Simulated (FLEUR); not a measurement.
# Magnetic state of Nickel from several starts, part 2 of 2

Does Nickel prefer parallel or opposed moments?

FLEUR MaX-R8.1; LDA (VWN); all-electron FLAPW, Dirac cores, scalar-relativistic bands.

So far. Step 2 (Run 1 (ferro +)): After 17 cycles the largest moment stands at 0.592 μB. Step 3 (Order 2, typed as antiferro q=(0,1/2,1/2) +-): It lies 30.4 meV a seeded atom over the first start.

### Step 4. Run 3 (antiferro q=(0,0,1/2) +-)

Another pattern of signs weighs the neighbour shells otherwise.

This order needs a doubled cell of 2 atoms. The mesh is halved along the doubled vector, so that both cells sample the same points. The k list default-1 (kpts.xml, not shown) is a Γ-centred 14×14×7 mesh.

Contents of inp.xml:

```
<?xml version="1.0" encoding="UTF-8" standalone="no"?>
<fleurInput fleurInputVersion="0.39">
   <comment>
      Ni
   </comment>
   <calculationSetup>
      <cutoffs Kmax="3.6" Gmax="10.8" GmaxXC="10.8" numbands="0"/>
      <scfLoop itmax="90" minDistance="0.00002" maxIterBroyd="15" imix="Anderson" alpha="0.05" precondParam="0.0" spinf="2.0" sdNocoIR="T"/>
      <coreElectrons ctail="T" frcor="F" kcrel="0" coretail_lmax="0"/>
      <xcFunctional name="vwn" relativisticCorrections="F"/>
      <magnetism jspins="2"/>
      <soc l_soc="F" theta="0.0" phi="0.0" spav="F"/>
      <expertModes spex="0" secvar="F"/>
      <geometryOptimization l_f="F" forcealpha="1.0" forcemix="BFGS" epsdisp="0.00001" epsforce="0.00001"/>
      <ldaU l_linMix="F" mixParam="0.05" spinf="1.0"/>
   </calculationSetup>
   <cell>
      <bzIntegration valenceElectrons="36.0" mode="hist" fermiSmearingEnergy="0.00293995">
         <kPointListSelection listName="default-1"/>
         <xi:include xmlns:xi="http://www.w3.org/2001/XInclude" href="kpts.xml"> </xi:include>
      </bzIntegration>
      <xi:include xmlns:xi="http://www.w3.org/2001/XInclude" href="sym.xml"> </xi:include>
      <bulkLattice scale="1.0">
         <bravaisMatrix>
            <row-1>    0.0000000000000000     3.3295745993471009     3.3295745993471009</row-1>
            <row-2>    3.3295745993471009     0.0000000000000000     3.3295745993471009</row-2>
            <row-3>    6.6591491986942017     6.6591491986942017     0.0000000000000000</row-3>
         </bravaisMatrix>
      </bulkLattice>
   </cell>
   <atomSpecies>
      <species name="Nickel (Ni1.000" element="Ni" atomicNumber="28">
         <mtSphere radius="2.3" gridPoints="761" logIncrement="0.016"/>
         <atomicCutoffs lmax="8" lnonsphr="6"/>
         <electronConfig flipSpins="F">
            <coreConfig>(1s1/2) (2s1/2) (2p1/2) (2p3/2)</coreConfig>
            <valenceConfig>(3s1/2) (3p1/2) (3p3/2) (4s1/2) (3d3/2) (3d5/2)</valenceConfig>
            <stateOccupation state="(3d3/2)" spinUp="1.6" spinDown="1.6"/>
            <stateOccupation state="(3d5/2)" spinUp="2.9" spinDown="1.9"/>
         </electronConfig>
         <energyParameters s="4" p="4" d="3" f="4"/>
         <lo type="SCLO" l="0" n="3" eDeriv="0"/>
         <lo type="SCLO" l="1" n="3" eDeriv="0"/>
      </species>
      <species name="Nickel (Ni-1.000" element="Ni" atomicNumber="28">
         <mtSphere radius="2.3" gridPoints="761" logIncrement="0.016"/>
         <atomicCutoffs lmax="8" lnonsphr="6"/>
         <electronConfig flipSpins="F">
            <coreConfig>(1s1/2) (2s1/2) (2p1/2) (2p3/2)</coreConfig>
            <valenceConfig>(3s1/2) (3p1/2) (3p3/2) (4s1/2) (3d3/2) (3d5/2)</valenceConfig>
            <stateOccupation state="(3d3/2)" spinUp="1.6" spinDown="1.6"/>
            <stateOccupation state="(3d5/2)" spinUp="1.9" spinDown="2.9"/>
         </electronConfig>
         <energyParameters s="4" p="4" d="3" f="4"/>
         <lo type="SCLO" l="0" n="3" eDeriv="0"/>
         <lo type="SCLO" l="1" n="3" eDeriv="0"/>
      </species>
   </atomSpecies>
   <atomGroups>
      <atomGroup species="Nickel (Ni1.000">
         <relPos label="                   1">.0000000000 .0000000000 .0000000000</relPos>
         <force calculate="T" relaxXYZ="TTT"/>
      </atomGroup>
      <atomGroup species="Nickel (Ni-1.000">
         <relPos label="                   2">.0000000000 .0000000000 1.000/2.000</relPos>
         <force calculate="T" relaxXYZ="TTT"/>
      </atomGroup>
   </atomGroups>
   <output dos="F" band="F" slice="F">
      <bandDOS minEnergy="-.5*Htr" maxEnergy="0.5*Htr" sigma="0.015" storeEVData="T"/>
      <plotting iplot="0" polar="F">
         <plot TwoD="T" vec1="  1.0  0.0  0.0" vec2="  0.0  1.0  0.0" vec3="  0.0  0.0  1.0" zero="  0.0  0.0  0.0" file="plot"/>
      </plotting>
      <moessbauerParams electricFieldGradient="F" isomerShift="F" coreHyperfine="F" valenceHyperfine="F"/>
   </output>
</fleurInput>
```

Contents of crystal.txt:

```
Ni
&input film=F cartesian=F /
0.00000000000  1.76193500000  1.76193500000
1.76193500000  0.00000000000  1.76193500000
3.52387000000  3.52387000000  0.00000000000
1.8897261246
1.0 1.0 1.0

2
28 0.00000000000  0.00000000000  0.00000000000 : 1.000
28 0.00000000000  0.00000000000  0.50000000000 : -1.000

&kpt div1=14 div2=14 div3=7 gamma=T /
```

On the command line:

```console
> OMP_NUM_THREADS=1 inpgen -f crystal.txt > inpgen.log  # inp.xml is then edited as shown
> OMP_NUM_THREADS=1 mpirun -n 4 fleur_MPI > fleur.log
```

Output:

```text
[banner, memory and clock lines left out]
Welcome to FLEUR        (www.flapw.de)
      MaX-Release 8.1          (www.max-centre.eu)

 ========== k-point set info ==========
 Selected k-point list: default-1
 k-point list type: mesh
 14 x 14 x 7
 Number of k points: 372

 [... set-up left out ...]
 Iteration:     1   Distance:      15.92923843 me/bohr^3
 Iteration:     2   Distance:      15.43817353 me/bohr^3
 Iteration:     3   Distance:       7.55732063 me/bohr^3
 Iteration:     4   Distance:       6.69712859 me/bohr^3
 Iteration:     5   Distance:       5.99633518 me/bohr^3
[...]
<sumOfEigenvalues value="    -1742.3113887219">
               <coreElectrons value="-1708.6068950902"/>
               <valenceElectrons value="-33.7044936317"/>
            </sumOfEigenvalues>
         [... left out ...]
            <freeEnergy value="-3036.8117400174"/>
            <extrapolationTo0K value="-3036.8093751300"/>
         </totalEnergy>
         <densityConvergence units="me/bohr^3">
            <chargeDensity spin="1" distance="0.0000031356"/>
            <chargeDensity spin="2" distance="0.0000046440"/>
            <overallChargeDensity distance="0.0000063297"/>
            <spinDensity distance="0.0000047678"/>
         </densityConvergence>
      </iteration>
```

The job ended after 82 s (4 MPI ranks of Arm Neoverse V2, shared host; peak memory 0.25 GiB; 5.4 min of CPU time).

The spin moment in the muffin-tin sphere vanishes on all atoms.

Read from the output:

```yaml
free_energy: -82635.8572 eV
program_s_band_gap_on_this_mesh_in_a_metal_only_a_level_spacing: 9.50e-9 eV
final_state: non-magnetic
```

It lies 30.4 meV a seeded atom over the first start.

### Step 5. Order 4, typed as no spin polarisation

Without spin polarisation no moment can form, so the difference from the other runs is what forming moments gains.

The k list default-1 (kpts.xml, not shown) is a Γ-centred 14×14×14 mesh.

Contents of inp.xml:

```
<?xml version="1.0" encoding="UTF-8" standalone="no"?>
<fleurInput fleurInputVersion="0.39">
   <comment>
      Ni
   </comment>
   <calculationSetup>
      <cutoffs Kmax="3.6" Gmax="10.8" GmaxXC="10.8" numbands="0"/>
      <scfLoop itmax="90" minDistance="0.00002" maxIterBroyd="15" imix="Anderson" alpha="0.05" precondParam="0.0" spinf="2.0" sdNocoIR="T"/>
      <coreElectrons ctail="T" frcor="F" kcrel="0" coretail_lmax="0"/>
      <xcFunctional name="vwn" relativisticCorrections="F"/>
      <magnetism jspins="1"/>
      <soc l_soc="F" theta="0.0" phi="0.0" spav="F"/>
      <expertModes spex="0" secvar="F"/>
      <geometryOptimization l_f="F" forcealpha="1.0" forcemix="BFGS" epsdisp="0.00001" epsforce="0.00001"/>
      <ldaU l_linMix="F" mixParam="0.05" spinf="1.0"/>
   </calculationSetup>
   <cell>
      <bzIntegration valenceElectrons="18.0" mode="hist" fermiSmearingEnergy="0.00293995">
         <kPointListSelection listName="default-1"/>
         <xi:include xmlns:xi="http://www.w3.org/2001/XInclude" href="kpts.xml"> </xi:include>
      </bzIntegration>
      <xi:include xmlns:xi="http://www.w3.org/2001/XInclude" href="sym.xml"> </xi:include>
      <bulkLattice scale="1.0">
         <bravaisMatrix>
            <row-1>    0.0000000000000000     3.3295745993471009     3.3295745993471009</row-1>
            <row-2>    3.3295745993471009     0.0000000000000000     3.3295745993471009</row-2>
            <row-3>    3.3295745993471009     3.3295745993471009     0.0000000000000000</row-3>
         </bravaisMatrix>
      </bulkLattice>
   </cell>
   <atomSpecies>
      <species name="Nickel (Ni)" element="Ni" atomicNumber="28">
         <mtSphere radius="2.3" gridPoints="761" logIncrement="0.016"/>
         <atomicCutoffs lmax="8" lnonsphr="6"/>
         <electronConfig flipSpins="F">
            <coreConfig>(1s1/2) (2s1/2) (2p1/2) (2p3/2)</coreConfig>
            <valenceConfig>(3s1/2) (3p1/2) (3p3/2) (4s1/2) (3d3/2) (3d5/2)</valenceConfig>
            <stateOccupation state="(3d3/2)" spinUp="1.600000" spinDown="1.600000"/>
            <stateOccupation state="(3d5/2)" spinUp="2.400000" spinDown="2.400000"/>
         </electronConfig>
         <energyParameters s="4" p="4" d="3" f="4"/>
         <lo type="SCLO" l="0" n="3" eDeriv="0"/>
         <lo type="SCLO" l="1" n="3" eDeriv="0"/>
      </species>
   </atomSpecies>
   <atomGroups>
      <atomGroup species="Nickel (Ni)">
         <relPos label="                   1">.0000000000 .0000000000 .0000000000</relPos>
         <force calculate="T" relaxXYZ="TTT"/>
      </atomGroup>
   </atomGroups>
   <output dos="F" band="F" slice="F">
      <bandDOS minEnergy="-.5*Htr" maxEnergy="0.5*Htr" sigma="0.015" storeEVData="T"/>
      <plotting iplot="0" polar="F">
         <plot TwoD="T" vec1="  1.0  0.0  0.0" vec2="  0.0  1.0  0.0" vec3="  0.0  0.0  1.0" zero="  0.0  0.0  0.0" file="plot"/>
      </plotting>
      <moessbauerParams electricFieldGradient="F" isomerShift="F" coreHyperfine="F" valenceHyperfine="F"/>
   </output>
</fleurInput>
```

Contents of crystal.txt:

```
Ni
&input film=F cartesian=F /
0.00000000000  1.76193500000  1.76193500000
1.76193500000  0.00000000000  1.76193500000
1.76193500000  1.76193500000  0.00000000000
1.8897261246
1.0 1.0 1.0

1
28 0.00000000000  0.00000000000  0.00000000000

&kpt div1=14 div2=14 div3=14 gamma=T /
```

Output:

```text
[banner, memory and clock lines left out]
Welcome to FLEUR        (www.flapw.de)
      MaX-Release 8.1          (www.max-centre.eu)

 ========== k-point set info ==========
 Selected k-point list: default-1
 k-point list type: mesh
 14 x 14 x 14
 Number of k points: 104

 [... set-up left out ...]
 Iteration:     1   Distance:       9.38556055 me/bohr^3
 Iteration:     2   Distance:       8.83139393 me/bohr^3
 Iteration:     3   Distance:       5.80046015 me/bohr^3
 Iteration:     4   Distance:       0.76652917 me/bohr^3
 Iteration:     5   Distance:       0.58187072 me/bohr^3
[...]
<FermiEnergy value="0.2955457157" units="Htr"/>
         [... left out ...]
         <totalEnergy value="    -1518.4035052131" units="Htr">
            <sumOfEigenvalues value="     -871.1556959117">
               <coreElectrons value="-854.3034482479"/>
               <valenceElectrons value="-16.8522476638"/>
            </sumOfEigenvalues>
         [... left out ...]
            <freeEnergy value="-1518.4058699996"/>
            <extrapolationTo0K value="-1518.4046876063"/>
         </totalEnergy>
         <densityConvergence units="me/bohr^3">
            <chargeDensity spin="1" distance="0.0000134429"/>
         </densityConvergence>
      </iteration>
```

Wall time 1.7 s (4 MPI ranks); peak memory 0.13 GiB.

Numbers from this step:

```
free energy                                                       : -41317.9286 eV
program's band gap on this mesh (in a metal only a level spacing) : 0.008408 eV
final state                                                       : non-magnetic (no spin polarisation)
```

It lies 30.4 meV a seeded atom over the first start.

### Step 6. Ranking

Free energies are divided by the number of seeded atoms, so that cells of unlike size compare. Wavevectors q in the names are fractions of the primitive cell's reciprocal vectors.

Orders:

```csv
start,final state,typed order kept,energy over the lowest (meV a seeded atom),largest sphere moment (μB),net moment (μB a primitive cell),mesh matched,CPU time (s)
ferro +,ferromagnetic,yes,0,0.592,0.5705,yes,16.01
"antiferro q=(0,1/2,1/2) +-",non-magnetic,no,30.38,0,0,yes,233.9
"antiferro q=(0,0,1/2) +-",non-magnetic,no,30.38,0,0,yes,326.1
no spin polarisation,non-magnetic,-,30.38,0,0,yes,6.56
```

### Step 7. Spin–orbit coupling, moments along [001]

Spin–orbit coupling ties the spins to the lattice and lets orbital moments form.

A new self-consistent run of the start ferro +, with the moments along z.

Contents of inp.xml:

```
<?xml version="1.0" encoding="UTF-8" standalone="no"?>
<fleurInput fleurInputVersion="0.39">
   <comment>
      Ni
   </comment>
   <calculationSetup>
      <cutoffs Kmax="3.6" Gmax="10.8" GmaxXC="10.8" numbands="38"/>
      <scfLoop itmax="90" minDistance="0.00002" maxIterBroyd="15" imix="Anderson" alpha="0.05" precondParam="0.0" spinf="2.0" sdNocoIR="T"/>
      <coreElectrons ctail="T" frcor="F" kcrel="0" coretail_lmax="0"/>
      <xcFunctional name="vwn" relativisticCorrections="F"/>
      <magnetism jspins="2"/>
      <soc l_soc="T" theta="0.0" phi="0.0" spav="F"/>
      <expertModes spex="0" secvar="F"/>
      <geometryOptimization l_f="F" forcealpha="1.0" forcemix="BFGS" epsdisp="0.00001" epsforce="0.00001"/>
      <ldaU l_linMix="F" mixParam="0.05" spinf="1.0"/>
   </calculationSetup>
   <cell>
      <bzIntegration valenceElectrons="18.0" mode="hist" fermiSmearingEnergy="0.00293995">
         <kPointListSelection listName="default-1"/>
         <xi:include xmlns:xi="http://www.w3.org/2001/XInclude" href="kpts.xml"> </xi:include>
      </bzIntegration>
      <xi:include xmlns:xi="http://www.w3.org/2001/XInclude" href="sym.xml"> </xi:include>
      <bulkLattice scale="1.0">
         <bravaisMatrix>
            <row-1>    0.0000000000000000     3.3295745993471009     3.3295745993471009</row-1>
            <row-2>    3.3295745993471009     0.0000000000000000     3.3295745993471009</row-2>
            <row-3>    3.3295745993471009     3.3295745993471009     0.0000000000000000</row-3>
         </bravaisMatrix>
      </bulkLattice>
   </cell>
   <atomSpecies>
      <species name="Nickel (Ni1.000" element="Ni" atomicNumber="28">
         <mtSphere radius="2.3" gridPoints="761" logIncrement="0.016"/>
         <atomicCutoffs lmax="8" lnonsphr="6"/>
         <electronConfig flipSpins="F">
            <coreConfig>(1s1/2) (2s1/2) (2p1/2) (2p3/2)</coreConfig>
            <valenceConfig>(3s1/2) (3p1/2) (3p3/2) (4s1/2) (3d3/2) (3d5/2)</valenceConfig>
            <stateOccupation state="(3d3/2)" spinUp="1.6" spinDown="1.6"/>
            <stateOccupation state="(3d5/2)" spinUp="2.9" spinDown="1.9"/>
         </electronConfig>
         <energyParameters s="4" p="4" d="3" f="4"/>
         <lo type="SCLO" l="0" n="3" eDeriv="0"/>
         <lo type="SCLO" l="1" n="3" eDeriv="0"/>
      </species>
   </atomSpecies>
   <atomGroups>
      <atomGroup species="Nickel (Ni1.000">
         <relPos label="                   1">.0000000000 .0000000000 .0000000000</relPos>
         <force calculate="T" relaxXYZ="TTT"/>
      </atomGroup>
   </atomGroups>
   <output dos="F" band="F" slice="F">
      <bandDOS minEnergy="-.5*Htr" maxEnergy="0.5*Htr" sigma="0.015" storeEVData="T"/>
      <plotting iplot="0" polar="F">
         <plot TwoD="T" vec1="  1.0  0.0  0.0" vec2="  0.0  1.0  0.0" vec3="  0.0  0.0  1.0" zero="  0.0  0.0  0.0" file="plot"/>
      </plotting>
      <moessbauerParams electricFieldGradient="F" isomerShift="F" coreHyperfine="F" valenceHyperfine="F"/>
   </output>
</fleurInput>
```

Contents of crystal.txt:

```
Ni
&input film=F cartesian=F /
0.00000000000  1.76193500000  1.76193500000
1.76193500000  0.00000000000  1.76193500000
1.76193500000  1.76193500000  0.00000000000
1.8897261246
1.0 1.0 1.0

1
28 0.00000000000  0.00000000000  0.00000000000 : 1.000

&soc 0.0000000 0.0000000 /
&kpt div1=14 div2=14 div3=14 gamma=T /
```

Output:

```text
[banner, memory and clock lines left out]
Welcome to FLEUR        (www.flapw.de)
      MaX-Release 8.1          (www.max-centre.eu)

 ========== k-point set info ==========
 Selected k-point list: default-1
 k-point list type: mesh
 14 x 14 x 14
 Number of k points: 376

 [... set-up left out ...]
 Iteration:     1   Distance:       9.24816223 me/bohr^3
 Iteration:     2   Distance:       8.88004371 me/bohr^3
 Iteration:     3   Distance:       3.33249684 me/bohr^3
 Iteration:     4   Distance:       2.38670655 me/bohr^3
 Iteration:     5   Distance:       2.83199345 me/bohr^3
 Iteration:     6   Distance:       1.62606107 me/bohr^3
 Iteration:     7   Distance:       1.61883976 me/bohr^3
 Iteration:     8   Distance:       0.58985134 me/bohr^3
 Iteration:     9   Distance:       0.59567531 me/bohr^3
 Iteration:    10   Distance:       0.01624177 me/bohr^3
 Iteration:    11   Distance:       0.02035773 me/bohr^3
 Iteration:    12   Distance:       0.00662553 me/bohr^3
 Iteration:    13   Distance:       0.00622458 me/bohr^3
 Iteration:    14   Distance:       0.00241167 me/bohr^3
 Iteration:    15   Distance:       0.00012624 me/bohr^3
 Iteration:    16   Distance:       0.00012295 me/bohr^3
 Iteration:    17   Distance:       0.00003285 me/bohr^3
 Iteration:    18   Distance:       0.00001614 me/bohr^3

 ********************************************************************
 Run finished successfully
 Stop message:
   all done
 ********************************************************************

--- out.xml (last complete iteration) ---
<iteration numberForCurrentRun="   18" overallNumber="   18">
         [... left out ...]
         <bandgap value="0.0000829480" units="eV"/>
         <sumValenceSingleParticleEnergies value="-16.8610262904" units="Htr"/>
         <FermiEnergy value="0.3013873767" units="Htr"/>
         [... left out ...]
         <magneticMomentsInMTSpheres units="muBohr">
            <globalMagMoment atomType="1" vec="0.00000   0.00000   0.58731"/>
         </magneticMomentsInMTSpheres>
         <orbitalMomentsInMTSpheres units="muBohr">
            <globalMagMoment atomType="1" vec="0.00000   0.00000   0.04564"/>
         </orbitalMomentsInMTSpheres>
         [... left out ...]
         <totalEnergy value="    -1518.4064964222" units="Htr">
            <sumOfEigenvalues value="     -871.1656417412">
               <coreElectrons value="-854.3046154508"/>
               <valenceElectrons value="-16.8610262904"/>
            </sumOfEigenvalues>
         [... left out ...]
            <freeEnergy value="-1518.4079194671"/>
            <extrapolationTo0K value="-1518.4072079447"/>
         </totalEnergy>
         <densityConvergence units="me/bohr^3">
            <chargeDensity spin="1" distance="0.0000091393"/>
            <chargeDensity spin="2" distance="0.0000093030"/>
            <overallChargeDensity distance="0.0000161449"/>
            <spinDensity distance="0.0000089156"/>
         </densityConvergence>
      </iteration>
```

Run time: 26 s. Hardware: 4 MPI ranks; peak memory 0.24 GiB; 1.7 min of CPU time.

This step gave:

| Item | Value |
| --- | --- |
| free energy | -41317.9844 eV |
| program's band gap on this mesh (in a metal only a level spacing) | 8.29e-5 eV |
| magnetization | 0.566 μB |
| final state | ferromagnetic |
| largest moment | 0.5873 μB |
| orbital moment along the spin | 0.04564 μB |

Orbital moment in the sphere, along the spin axis by atom:

```csv
atom,"orbital moment in the sphere, along the spin axis (μB)"
Ni1,0.0456
```

### Step 8. Outcome

```
lowest state found                                                          : ferromagnetic (typed ferro +)
largest site spin moment                                                    : 0.592 μB
next finished state                                                         : non-magnetic, 30.4 meV a seeded atom higher
energy gained by spin polarisation                                          : 30.4 meV a seeded atom
orbital moment on the atom of largest spin, along its spin (spin–orbit run) : 0.0456 μB
```

The lowest state found is ferromagnetic, reached from the start ferro +, with moments up to 0.592 μB. 2 starts left the typed pattern (a sign turned, or a seeded moment died or shrank under 0.15 μB), so such an energy belongs to the state reached, not the one typed. On the atom of largest spin the orbital moment is almost quenched. Only 4 starts were tried; other patterns of signs, canted and longer-period orders were not.

[Logs and program files are shortened in this print: banners, set-up blocks, solver, clock and traceback lines can be left out without a mark of their own.]

[Logs are printed without paths, hosts, clocks, repeated set-up lines and the standing remarks that a program may print on its own settings, such as how far it seeks lower states.]

[Hosts, paths, dates, database ids (printed as entryN), source tags and the programs' standing remarks are cut or masked in the printed files.]

[Where a cell is said to come from a database of computed structures, the database is the Materials Project.]
